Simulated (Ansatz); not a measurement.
# InSb wire along [111], 38 atoms a period, H-terminated: bands along the axis, part 2 of 2

What gap, if any, does the InSb wire along [111], 38 atoms a period, H-terminated have, and how many channels would it open?

Ansatz 0.2.0; DFT PBE, plane waves, PAW; relaxation of a wire's period; PAW set soft_1 (the session's first sound run).

So far: Starting point; Relaxing the period.

**2. Relaxing the period (continued)**

The steps of the relaxation:

```
step  energy less that of the first step (eV)  largest force component (eV/Å)  pressure (GPa)  volume (Å³)
   1                                   0.0000                          0.7736           -0.31      4592.07
   2                                  -1.4957                          0.5227           -0.06      4595.43
   3                                  -1.7365                          0.2413            0.05      4581.23
   4                                  -1.6344                          0.3063           -0.01      4624.25
   5                                  -1.7634                          0.2617           -0.01      4606.58
   6                                  -1.8025                          0.0924            0.00      4601.94
   7                                  -1.8102                          0.0217            0.00      4607.80
  8*                                  -1.8116                          0.0216            0.00      4607.80
```

Relaxation steps marked * repeat the geometry before them on a plane-wave basis chosen anew for their cell, so energy and pressure can jump there. Relaxation step 4 was tried and not accepted.

Forces are held to the 2 operations that the run works with; a distortion that breaks them can't arise in this run.

```
cell as run  before   after  change
      c (Å)  11.483  11.523  +0.3 %
```

The atoms that moved most (Å, along periodic axes as changes of fractional coordinates times the final cell, across vacuum about the mean position):

```
atom      dx      dy      dz  length
 Sb4   0.196  -0.113  -0.112   0.253
 Sb9  -0.196  -0.113  -0.112   0.253
 Sb6   0.000   0.226  -0.113   0.252
 H40   0.212   0.122  -0.006   0.245
 H42  -0.212   0.122  -0.006   0.245
 H41   0.000  -0.244  -0.006   0.245
 H60   0.203   0.115  -0.030   0.235
 H65  -0.203   0.115  -0.030   0.235
```

Numbers from this step:

* cell length along the wire: 11.52 Å

The cell's length comes to 11.523 Å with spin left out.

**3. The perfect wire**

This step: DFT PBE, plane waves, PAW; bands of a perfect wire; PAW set soft_1 (Ansatz 0.2.0).

At the relaxed period the bands are computed along the axis; those that cross an energy going forward count the channels that a perfect wire would open there.

File input.yaml:

```yaml
crystal:
  lattice:
    - [19.083, 0.0, 0.0]
    - [0.0, 20.955, 0.0]
    - [0.0, 0.0, 11.5228351537]
  atoms:
    - { symbol: In, position: [0.247896823, 0.63324228, 0.991047295] }
    - { symbol: In, position: [0.379781447, 0.437467753, 0.01279179] }
    - { symbol: In, position: [0.5, 0.627098989, 0.012782128] }
    - { symbol: Sb, position: [0.264601941, 0.624441397, 0.240237231] }
    - { symbol: Sb, position: [0.373182637, 0.433986029, 0.259916567] }
    - { symbol: Sb, position: [0.5, 0.253112582, 0.240228381] }
    - { symbol: Sb, position: [0.5, 0.634030215, 0.259912474] }
    - { symbol: Sb, position: [0.626817363, 0.433986029, 0.259916567] }
    - { symbol: Sb, position: [0.735398059, 0.624441397, 0.240237231] }
    - { symbol: H, position: [0.177135297, 0.416618088, 0.284223917] }
    - { symbol: H, position: [0.258623137, 0.28805668, 0.284250861] }
    - { symbol: H, position: [0.418490843, 0.797340004, 0.284242469] }
    - { symbol: H, position: [0.581509157, 0.797340004, 0.284242469] }
    - { symbol: H, position: [0.741376863, 0.28805668, 0.284250861] }
    - { symbol: H, position: [0.822864703, 0.416618088, 0.284223917] }
    - { symbol: H, position: [0.188875023, 0.5942317, 0.297706128] }
    - { symbol: H, position: [0.255467973, 0.699262136, 0.297734875] }
    - { symbol: H, position: [0.433410976, 0.20847568, 0.297663375] }
    - { symbol: H, position: [0.566589024, 0.20847568, 0.297663375] }
    - { symbol: H, position: [0.744532027, 0.699262136, 0.297734875] }
    - { symbol: H, position: [0.811124977, 0.5942317, 0.297706128] }
    - { symbol: In, position: [0.24494295, 0.366566229, 0.326299596] }
    - { symbol: In, position: [0.384606243, 0.561341819, 0.34547971] }
    - { symbol: In, position: [0.5, 0.379317927, 0.345471884] }
    - { symbol: In, position: [0.5, 0.768888456, 0.326305258] }
    - { symbol: In, position: [0.615393757, 0.561341819, 0.34547971] }
    - { symbol: In, position: [0.75505705, 0.366566229, 0.326299596] }
    - { symbol: Sb, position: [0.262318383, 0.375698455, 0.575372284] }
    - { symbol: Sb, position: [0.376407505, 0.565666888, 0.592561842] }
    - { symbol: Sb, position: [0.5, 0.370679939, 0.592556382] }
    - { symbol: Sb, position: [0.5, 0.750636815, 0.575380112] }
    - { symbol: Sb, position: [0.623592495, 0.565666888, 0.592561842] }
    - { symbol: Sb, position: [0.737681617, 0.375698455, 0.575372284] }
    - { symbol: H, position: [0.174321037, 0.542775074, 0.61992392] }
    - { symbol: H, position: [0.29709415, 0.736483954, 0.619882643] }
    - { symbol: H, position: [0.377200888, 0.22273374, 0.61996666] }
    - { symbol: H, position: [0.622799112, 0.22273374, 0.61996666] }
    - { symbol: H, position: [0.70290585, 0.736483954, 0.619882643] }
    - { symbol: H, position: [0.825678963, 0.542775074, 0.61992392] }
    - { symbol: H, position: [0.190569745, 0.337965723, 0.633609539] }
    - { symbol: H, position: [0.5, 0.826073849, 0.633644537] }
    - { symbol: H, position: [0.809430255, 0.337965723, 0.633609539] }
    - { symbol: In, position: [0.249908091, 0.502178579, 0.661808757] }
    - { symbol: In, position: [0.376374185, 0.302659949, 0.661818851] }
    - { symbol: In, position: [0.373507643, 0.697189117, 0.661802883] }
    - { symbol: In, position: [0.5, 0.500664479, 0.670161923] }
    - { symbol: In, position: [0.626492357, 0.697189117, 0.661802883] }
    - { symbol: In, position: [0.623625815, 0.302659949, 0.661818851] }
    - { symbol: In, position: [0.750091909, 0.502178579, 0.661808757] }
    - { symbol: Sb, position: [0.263130622, 0.504533894, 0.911700563] }
    - { symbol: Sb, position: [0.385210596, 0.311927736, 0.911703138] }
    - { symbol: Sb, position: [0.377902922, 0.685581643, 0.911692503] }
    - { symbol: Sb, position: [0.5, 0.500674623, 0.920958297] }
    - { symbol: Sb, position: [0.622097078, 0.685581643, 0.911692503] }
    - { symbol: Sb, position: [0.614789404, 0.311927736, 0.911703138] }
    - { symbol: Sb, position: [0.736869378, 0.504533894, 0.911700563] }
    - { symbol: H, position: [0.171812486, 0.673228505, 0.951873817] }
    - { symbol: H, position: [0.5, 0.155581175, 0.951781938] }
    - { symbol: H, position: [0.828187514, 0.673228505, 0.951873817] }
    - { symbol: H, position: [0.190077319, 0.466809519, 0.964891214] }
    - { symbol: H, position: [0.312824222, 0.27315415, 0.964898623] }
    - { symbol: H, position: [0.377247466, 0.762047125, 0.964918884] }
    - { symbol: H, position: [0.622752534, 0.762047125, 0.964918884] }
    - { symbol: H, position: [0.687175778, 0.27315415, 0.964898623] }
    - { symbol: H, position: [0.809922681, 0.466809519, 0.964891214] }
    - { symbol: In, position: [0.5, 0.235578974, 0.991047925] }
    - { symbol: In, position: [0.620218553, 0.437467753, 0.01279179] }
    - { symbol: In, position: [0.752103177, 0.63324228, 0.991047295] }
kpoints:
  mp_grid: { grid: [1, 1, 7] }
  band_path: { path: ["Γ", Z], npoints: 90 }
scf:
  occupations: { method: fermi_dirac, width: 0.05 }
hamiltonian:
  xc: pbe
  pseudopotentials: { kind: paw, azcp: { folder: soft_1 } }
output:
  dos: { e_range: [-5, 4] }
  write_potential: true
  write_density: true
  volumetric_format: npy
```

Run with:

```
> ansatz run input.yaml --threads 4 --pin off --max-ram 16384MiB --backend cpu --events-out ev --progress --plain --runs-dir out
```

Numbers of over 12 decimals in the logs are rounded to 6 here.

What it wrote:

```text
[...]
Crystal: 68 atoms, lattice volume = 4607.800 Å³
Basis set: ecut = 420 eV, 89919 PW (Γ)
Bands: 349, of which v1, the nominal top of the filled ones, is band 281 counted from 1 (280 counted from 0)
Symmetry: 2 space group operations
[...]
k-points: 4 of 7 (time reversal used)
[...]
SCF iter   1: F=—  HF=-230042.716947 eV  |F-HF|=—  |Δ(HF+E_count)|=         —  Δρ=2.56e-2  dr2=3.34e1  ethr=3.10e-3  ⟨swp⟩=6.5  Hψ=5916  notcnv=0  defer=84
[...]
SCF iter  12: F=-230033.104857 eV  HF=-230033.104857 eV  |F-HF|=7.45e-9  |Δ(HF+E_count)|=   2.68e-7  Δρ=6.52e-7  dr2=3.81e-8  ethr=1.78e-11  ⟨swp⟩=15.2  Hψ=7024  notcnv=0
SCF 1 converged in 12 iterations: F = -230033.104857 eV  dr2 = 3.81e-8
[...]
NSCF: frozen V_eff on 91 k-points
WARN: pass on a band path, mesh or list of k-points: the 91 k-points are solved 9 at a time at the most, because the 14.40 GiB of host memory that the pass is priced against does not hold them all with the solver's workspace as planned. The pass can take longer, above all where fewer k-points are solved at a time than the run has threads. As a rule a larger memory budget leaves room for more at once. The budget is what a run with no `--max-ram-frac` typed is planned for, 0.8 of the host's memory or its container's limit. More memory there lifts it, and so does a share over 0.88 that is typed (of such a share the budget is ten elevenths): [rest of the remark cut]
WARN: The output density's exchange-correlation potential varies sharply where the density is thin. Do not read a vacuum level from v_tot or v_xc, or from such a field of the output density. On a cell that repeats whose density bears no net charge and no dipole along the vacuum's axis use v_es (v_loc + v_h of the components); under efield.dipole_correction with no amplitude use v_es + v_field, which holds any externa [...]
SCF converged after 12 iterations
Free energy (F): -230033.104857 eV
[...]
Internal energy: -230033.104856 eV  (E = F + TS)
E sigma→0 (E₀):  -230033.104857 eV
Entropy (-TS):   -0.000000 eV (-0.000 meV/atom)
Fermi energy:    -0.904476 eV
[...]
--- Band table (eV) ---
  k-point 0: bands = [... 277 lower, -2.1269, -2.0133, -2.0132, -1.6404, -0.1585, 0.4310, 0.4323, 0.4732, ... 64 higher]
  k-point 1: bands = [... 277 lower, -2.1650, -1.9896, -1.9895, -1.7742, -0.0738, 0.3353, 0.3364, 0.4629, ... 64 higher]
  k-point 2: bands = [... 277 lower, -2.2000, -2.0886, -1.9952, -1.9948, 0.0893, 0.2153, 0.2160, 0.3360, ... 64 higher]
  k-point 3: bands = [... 277 lower, -2.1785, -2.1781, -2.0450, -2.0444, 0.1001, 0.1643, 0.1647, 0.3709, ... 64 higher]
```

It took 2.1 h on 4 threads of Arm Neoverse V2, shared host; peak memory 12 GiB.

This step gave:

```
band gap : 1.482 eV
```

The electronic bands at the labelled points (eV, zero at the Fermi level; v1 is the highest filled band, c1 the lowest empty one):

```
  point     v4     v3     v2     v1    c1    c2    c3    c4
      Γ  -1.22  -1.11  -1.11  -0.74  0.75  1.34  1.34  1.38
halfway  -1.29  -1.10  -1.08  -1.08  0.96  1.14  1.14  1.27
      Z  -1.27  -1.26  -1.15  -1.15  0.99  1.06  1.06  1.30
```

The gap is 1.48 eV, with spin left out.

On this path the gap is direct, 1.48 eV, with the valence top at Γ and the conduction bottom at Γ.

**4. Levels at the same atoms**

This step: DFT r2SCAN, plane waves, PAW; bands of a perfect wire at the PBE geometry; PAW set soft_1 (Ansatz 0.2.0).

The atoms stay at the PBE geometry and the functional changes. r2SCAN also reads the kinetic-energy density; it often gives larger moments and wider gaps than PBE, at a higher cost.

input.yaml: that of step 3 with these lines changed.

```diff
@@ -75,3 +75,3 @@
 kpoints:
-  mp_grid: { grid: [1, 1, 7] }
+  mp_grid: { grid: [1, 1, 6] }
   band_path: { path: ["Γ", Z], npoints: 90 }
@@ -80,8 +80,3 @@
 hamiltonian:
-  xc: pbe
+  xc: r2scan
   pseudopotentials: { kind: paw, azcp: { folder: soft_1 } }
-output:
-  dos: { e_range: [-5, 4] }
-  write_potential: true
-  write_density: true
-  volumetric_format: npy
```

What it wrote:

```text
Engine: ansatz 0.2.0, aarch64-unknown-linux-gnu
Pseudopotentials: kind: paw
Pseudopotential: In, paw, valence charge 13, recommended cutoff 500 eV (meta_gga), soft_1/In.paw.azcp
Pseudopotential: Sb, paw, valence charge 15, recommended cutoff 500 eV (meta_gga), soft_1/Sb.paw.azcp
Pseudopotential: H, paw, valence charge 1, recommended cutoff 500 eV (meta_gga), soft_1/H.paw.azcp
Functional definition: r2SCAN
  parameter k0 = 0.174
  parameter k1 = 0.065
  parameter a1 = 4.9479
  exchange = r2scan_x(k0 = k0, k1 = k1, a1 = a1)
  correlation = r2scan_c
Crystal: 68 atoms, lattice volume = 4607.800 Å³
Basis set: ecut = 500 eV, 116935 PW (Γ), exchange–correlation on 576×640×360 points (64 copies of the dense FFT grid, shifted against one another)
Bands: 349, of which v1, the nominal top of the filled ones, is band 281 counted from 1 (280 counted from 0)
Symmetry: 2 space group operations
Space group: Pm (ITA 6), of the structure as read, at distance tolerance 1.7e-4 Å
k-points: 4 of 6 (time reversal used)
Non-local potential: In, projectors of the file, l = 0: 2, l = 1: 2, l = 2: 2, l = 3: 1
Non-local potential: Sb, projectors of the file, l = 0: 2, l = 1: 2, l = 2: 2, l = 3: 1
Non-local potential: H, projectors of the file, l = 0: 2, l = 1: 1
PAW form: soft (Blöchl's): semilocal exchange-correlation on the pseudo side does not see the compensation charge
PAW frozen core: In, regenerated for the run's functional (the file was generated under x = pbe(κ = 0.804, μ = 0.219515), c = pbe(β = 0.066725))
PAW frozen core: Sb, regenerated for the run's functional (the file was generated under x = pbe(κ = 0.804, μ = 0.219515), c = pbe(β = 0.066725))
PAW one-centre angular grid: In, 590 points (default); XC on 160 Gauss nodes
PAW one-centre angular grid: Sb, 590 points (default); XC on 160 Gauss nodes
PAW one-centre angular grid: H, 302 points (default); XC on 160 Gauss nodes
Initial density: superposition of atomic densities (neutral atoms: chi_scale 0, normalization atom)
Initial wavefunctions: pseudopotential atomic-orbital guess
Functional: x = r2scan, c = r2scan; τ floored in thin density (d = 2e-4 eV/Å³)
SCF iter   1: F=—  HF=-230587.161817 eV  |F-HF|=—  |Δ(HF+E_count)|=         —  Δρ=2.47e-2  dr2=3.04e1  dr2_τ=3.43e-1  ethr=3.10e-3  ⟨swp⟩=6.5  Hψ=6172  notcnv=0  defer=108
preconditioner: auto → Resta (q_TF=auto, 1.921 Å⁻¹)  ε∞=1.6  [insulator: Δε(μ)=1.657 eV  Ē_g=13.312 eV  σ=0.050 eV  W_gap=1.00  n_scr=564 (ndim 8)  ℏωp=10.6 eV  f_vac=0.583  D(μ)=0.00/eV (n_scr^D=0)  ε∞_Penn≈1.6  vacuum switching on, ρ_ref=1.3e-2 e/Å³]
SCF iter   2: F=—  HF=-230582.079606 eV  |F-HF|=—  |Δ(HF+E_count)|=    5.08e0  Δρ=1.04e-2  dr2=5.80e0  dr2_τ=5.51e-2  ethr=3.10e-3  ⟨swp⟩=3.0  Hψ=1951  notcnv=0  defer=238
SCF iter   3: F=—  HF=-230582.307917 eV  |F-HF|=—  |Δ(HF+E_count)|=   2.28e-1  Δρ=4.09e-3  dr2=3.59e0  dr2_τ=2.10e-2  ethr=1.03e-3  ⟨swp⟩=4.0  Hψ=2184  notcnv=0  defer=235
SCF iter   4: F=—  HF=-230581.795102 eV  |F-HF|=—  |Δ(HF+E_count)|=   5.13e-1  Δρ=1.41e-3  dr2=1.77e-1  dr2_τ=2.55e-3  ethr=6.38e-4  ⟨swp⟩=4.2  Hψ=1585  notcnv=0  defer=235
SCF iter   5: F=—  HF=-230581.824418 eV  |F-HF|=—  |Δ(HF+E_count)|=   2.93e-2  Δρ=4.83e-4  dr2=1.17e-2  dr2_τ=3.78e-4  ethr=3.14e-5  ⟨swp⟩=2.8  Hψ=1847  notcnv=0  defer=235
SCF iter   6: F=—  HF=-230581.833758 eV  |F-HF|=—  |Δ(HF+E_count)|=   9.34e-3  Δρ=1.95e-4  dr2=2.81e-3  dr2_τ=5.73e-5  ethr=2.08e-6  ⟨swp⟩=2.0  Hψ=1898  notcnv=0  defer=235
SCF iter   7: F=—  HF=-230581.835431 eV  |F-HF|=—  |Δ(HF+E_count)|=   1.67e-3  Δρ=7.49e-5  dr2=4.39e-4  dr2_τ=1.04e-5  ethr=4.99e-7  ⟨swp⟩=2.0  Hψ=1879  notcnv=0  defer=235
SCF iter   8: F=—  HF=-230581.835848 eV  |F-HF|=—  |Δ(HF+E_count)|=   4.17e-4  Δρ=2.15e-5  dr2=2.18e-5  dr2_τ=7.02e-7  ethr=7.81e-8  ⟨swp⟩=2.0  Hψ=1905  notcnv=0  defer=235
SCF iter   9: F=—  HF=-230581.836030 eV  |F-HF|=—  |Δ(HF+E_count)|=   1.83e-4  Δρ=6.43e-6  dr2=6.38e-6  dr2_τ=7.60e-8  ethr=3.88e-9  ⟨swp⟩=2.5  Hψ=2230  notcnv=0  defer=235
SCF iter  10: F=—  HF=-230581.836034 eV  |F-HF|=—  |Δ(HF+E_count)|=   4.12e-6  Δρ=2.56e-6  dr2=1.29e-6  dr2_τ=1.24e-8  ethr=1.14e-9  ⟨swp⟩=2.0  Hψ=1845  notcnv=0  defer=235
```

It took 11 min on 4 threads; peak memory 14 GiB.

Residual by cycle:

cycle, log10 residual and a bar from the least value:
```
        1        1.5 ##############################
        2        0.8 ###########################
        3        0.6 ##########################
        4       -0.8 #####################
        5       -1.9 ################
        6       -2.6 ##############
        7       -3.4 ##########
        8       -4.7 #####
        9       -5.2 ###
       10       -5.9
```

The run was cut off at its time limit.

After 10 cycles the residual stands at 1.3e-6.

**5. What came out**

```
cell length, PBE : 11.52 Å
gap, PBE         : 1.48 eV
```

**Reading.** Under PBE the cell's length is 11.52 Å, and a gap of 1.48 eV makes it a semiconductor. Plain hydrogen on a compound's surface is a simple closure: it may leave surface states, and facets that end in unlike atoms put a field across the wire, both of which shrink the gap. Spin-orbit coupling is left out, which matters for the bands of heavy atoms.

[Logs are printed without paths, hosts, clocks, repeated set-up lines and the standing remarks that a program may print on its own settings, such as how far it seeks lower states.]

[Hosts, paths, dates, database ids (printed as entryN), source tags and the programs' standing remarks are cut or masked in the printed files.]
